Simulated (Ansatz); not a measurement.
# How many bands does the GW gap of GaN (P6_3mc) need?, part 2 of 2

How do accuracy and time trade against each other in G0W0 on GaN (P6_3mc)?

Ansatz 0.2.0; G0W0 on PBE, plane waves, PAW. Known limits of the many-body steps: not at the basis limit; no spin-orbit coupling; coarse k mesh.

So far. Step 4 (290 empty bands, screening to 200 eV): Against the run with 6×6×4 mesh, 135 empty bands, screening to 120 eV, the gap moves by +0.016 eV. Step 5 (Changing the k mesh: 6×6×2 mesh, 135 empty bands …): Against the run with 6×6×4 mesh, 135 empty bands, screening to 120 eV, the gap moves by −0.03 eV.

The database entry behind the starting cell differs from later determinations by our own check (about 0.3 % short, ideal inner coordinate), so it need not match the best structure at ambient conditions.

### 6. Changing the frequency model: 6×6×4 mesh, 135 empty bands, screening to 120 eV, plasmon pole

A plasmon pole stands in for the full frequency dependence of the screening; this run shows what that costs in accuracy.

input.yaml reads:

```yaml
crystal:
  lattice:
    - [3.18, 0.0, 0.0]
    - [-1.59, 2.753960784, 0.0]
    - [0.0, 0.0, 5.166]
  atoms:
    - { symbol: Ga, position: [0.3333333333, 0.6666666667, 0.0] }
    - { symbol: Ga, position: [0.6666666667, 0.3333333333, 0.5] }
    - { symbol: "N", position: [0.3333333333, 0.6666666667, 0.375] }
    - { symbol: "N", position: [0.6666666667, 0.3333333333, 0.875] }
kpoints:
  mp_grid: { grid: [6, 6, 4] }
hamiltonian:
  xc: pbe
scf:
  occupations: { method: fixed }
gw:
  n_empty_bands: 135
  ecut_chi: 120
  qp_bands: [v2, c2]
  qp_kpoints: band_edges
  screening: { model: godby_needs }
```

Launch:

```sh
$ ansatz run input.yaml --threads 3 --pin off --max-ram 92160MiB --backend cuda --events-out ev --progress --plain --runs-dir out --devices 1 --max-vram 13GiB  # rebuilt from the run's record
```

Numbers of over 12 decimals in the logs are rounded to 6 here.

The program printed:

```text
GPUs: using 1 of 1 available (devices: 1).
[...]
GPU FFT provider: cuFFT
GPU libraries: cuBLAS 13.8.2, cuFFT 12.4.0, cuSOLVER 12.3.4
Crystal: 4 atoms, lattice volume = 45.242 Å³
Basis set: ecut = 420 eV, 881 PW (Γ)
Bands: 22, of which v1, the nominal top of the filled ones, is band 18 counted from 1 (17 counted from 0)
Symmetry: 12 space group operations
[...]
k-points: 21 of 144 (time reversal used)
[...]
1    20     14.2610   -10.1614    -4.4080   -15.3280  0.8293    15.0220    15.0196  root
[...]
20    17      8.3471   -22.3645     3.4008   -18.3045  0.7953     7.6856     7.6877  root
    20    18      8.3471   -22.3645     3.4008   -18.3045  0.7953     7.6856     7.6877  root
    20    19     16.3479    -9.5409    -4.7178   -14.9898  0.8321    17.0814    17.0790  root
    20    20     16.3479    -9.5409    -4.7178   -14.9898  0.8321    17.0814    17.0790  root
[key lines of the parts left out:]
SCF converged after 6 iterations
Free energy (F): -8335.791703 eV
Fermi energy:    9.854318 eV
```

Wall time 21 s (1 × NVIDIA H100 80GB HBM3 (shared by 6 runs) with 3 threads of AMD EPYC 7R13 (Zen 3), shared host); peak memory 1.3 GiB; 34 s of CPU time.

Numbers from this step:

| Item | Value |
| --- | --- |
| bands summed | 153 |
| plasmon-pole fit frequency | 33.12 eV |
| RPA ε∞ on this mesh (eigenvalues) | 5.894, 5.940, 5.940 |
| plane waves in the screening matrix | 135 |
| G0W0 gap on the mesh | 3.099 eV |
| k of the valence top | 0, 0, 0 |
| k of the conduction bottom | 0, 0, 0 |
| starting gap on the mesh | 1.963 eV |
| least direct G0W0 gap on the computed points | 3.099 eV |

Against the run with 6×6×4 mesh, 135 empty bands, screening to 120 eV, the gap moves by −0.005 eV.

### 7. Changing the files: 6×6×4 mesh, 135 empty bands, screening to 120 eV, hard PAW files

Other atomic data (hard PAW) test the pseudisation: the cutoff goes from 420 to 1020 eV and the valence electrons from 36 to 52, which opens shells that were frozen.

input.yaml: that of step 6 with these lines changed.

```diff
@@ -14,2 +14,3 @@
   xc: pbe
+  pseudopotentials: { kind: paw, source: ansatz }
 scf:
@@ -21,2 +22,2 @@
   qp_kpoints: band_edges
-  screening: { model: godby_needs }
+  screening: { model: contour_deformation }
```

The program printed:

```text
GPUs: using 1 of 1 available (devices: 1).
[...]
GPU FFT provider: cuFFT
GPU libraries: cuBLAS 13.8.2, cuFFT 12.4.0, cuSOLVER 12.3.4
Crystal: 4 atoms, lattice volume = 45.242 Å³
Basis set: ecut = 1020 eV, 3357 PW (Γ)
Bands: 32, of which v1, the nominal top of the filled ones, is band 26 counted from 1 (25 counted from 0)
Symmetry: 12 space group operations
[...]
k-points: 21 of 144 (time reversal used)
[...]
1    28     15.6871   -10.1496    -4.4282   -15.3194  0.8096    16.4355    16.4286  root
[...]
20    25      9.7640   -22.3742     3.4030   -18.3160  0.7678     9.1024     9.1088  root
    20    26      9.7640   -22.3742     3.4030   -18.3160  0.7678     9.1024     9.1088  root
    20    27     17.7693    -9.5336    -4.7367   -14.9822  0.8074    18.4885    18.4812  root
    20    28     17.7693    -9.5336    -4.7367   -14.9822  0.8074    18.4885    18.4812  root
[key lines of the parts left out:]
SCF converged after 8 iterations
Free energy (F): -17597.762731 eV
Fermi energy:    11.269458 eV
```

It took 20 s on 1 × NVIDIA H100 80GB HBM3 (shared by 6 runs) with 3 threads; peak memory 1.4 GiB; 35 s of CPU time.

Numbers from this step:

```yaml
bands_summed: 161
rpa_eps_infinity_on_this_mesh_eigenvalues: 5.875, 5.921, 5.921
plane_waves_in_the_screening_matrix: 135
g0w0_gap_on_the_mesh: 3.115 eV
k_of_the_valence_top: 0, 0, 0
k_of_the_conduction_bottom: 0, 0, 0
starting_gap_on_the_mesh: 1.981 eV
least_direct_g0w0_gap_on_the_computed_points: 3.115 eV
```

Against the run with 6×6×4 mesh, 135 empty bands, screening to 120 eV, the gap moves by +0.011 eV.

### 8. Side by side

Times are wall times on 1 × NVIDIA H100 80GB HBM3 (shared by 6 runs) with 3 threads of AMD EPYC 7R13 (Zen 3), shared host, good to a factor of about two.

| mesh | files | frequency | bands summed | cutoff (eV) | start (eV) | G0W0 (eV) | time | host memory (GiB) |
| --- | --- | --- | --- | --- | --- | --- | --- | --- |
| 6×6×4 | default PAW | contour deformation | 65 | 60 | 1.963 | 2.968 | 17 s | 1.0 |
| 6×6×4 | default PAW | contour deformation | 153 | 120 | 1.963 | 3.104 | 15 s | 1.2 |
| 6×6×4 | default PAW | contour deformation | 308 | 200 | 1.963 | 3.119 | 43 s | 1.5 |
| 6×6×2 | default PAW | contour deformation | 153 | 120 | 1.964 | 3.071 | 9.8 s | 1.1 |
| 6×6×4 | default PAW | plasmon pole | 153 | 120 | 1.963 | 3.099 | 21 s | 1.3 |
| 6×6×4 | hard PAW | contour deformation | 161 | 120 | 1.981 | 3.115 | 20 s | 1.4 |

How the two edges are built up, in eV (the quasiparticle level is the starting level plus Σx plus Σc less Vxc):

| run | edge | start | Σx | Σc | Vxc | Z | QP |
| --- | --- | --- | --- | --- | --- | --- | --- |
| 65 bands | valence top | 9.85 | -23.96 | 3.52 | -20.31 | 0.78 | 9.72 |
| 65 bands | conduction bottom | 11.82 | -11.52 | -3.40 | -15.78 | 0.81 | 12.69 |
| 153 bands | valence top | 9.85 | -23.96 | 3.12 | -20.31 | 0.77 | 9.33 |
| 153 bands | conduction bottom | 11.82 | -11.52 | -3.66 | -15.78 | 0.81 | 12.43 |
| 308 bands | valence top | 9.85 | -23.96 | 2.88 | -20.31 | 0.77 | 9.08 |
| 308 bands | conduction bottom | 11.82 | -11.52 | -3.89 | -15.78 | 0.80 | 12.20 |

### 9. Results

- 65 bands, 60 eV: 2.968 eV
- 153 bands, 120 eV: 3.104 eV
- 308 bands, 200 eV: 3.119 eV
- estimated limit in bands and cutoff: 3.13 eV
- mesh and start: 6×6×4, PBE

**Reading.** A line in one over the bands through the two highest rungs gives 3.13 eV, +0.02 eV from the top rung; the pair below gives 3.20 eV, so the series converges faster than that law. The rungs stand 0.17 eV (65 bands), 0.03 eV (153 bands) and 0.02 eV (308 bands) from it. From 65 to 308 bands the gap moves by +0.15 eV while the time grows 2.5-fold. Σc changes by −0.65 eV at the valence top and −0.49 eV at the conduction bottom, so the levels themselves move more than the gap between them. On the 6×6×2 mesh in place of 6×6×4 the gap differs by −0.03 eV, of which +0.001 eV is already in the start. The plasmon-pole model gives −0.005 eV against contour deformation, 0 % of the correction, and saved no time in this program. Hard PAW files move the gap by +0.01 eV at equal bands and cutoff, +0.02 eV of it in the start. The cheapest rung within 0.1 eV of this estimate is that with 153 bands (15 s). The many-body steps are scalar-relativistic: spin-orbit coupling is not in them.

[Paths, hosts, dates, memory and timing lines, banners, echoed tables and standing remarks are left out of the program output.]

[Logs are printed without paths, hosts, clocks, repeated set-up lines and the standing remarks that a program may print on its own settings, such as how far it seeks lower states.]

[Runs of the session that timed out or met a known fault of the program may be left out.]

[Cells called generated may have been cut or substituted from an entry of the Crystallography Open Database or the Materials Project.]

[Hosts, paths, dates, database ids (printed as entryN), source tags and the programs' standing remarks are cut or masked in the printed files.]
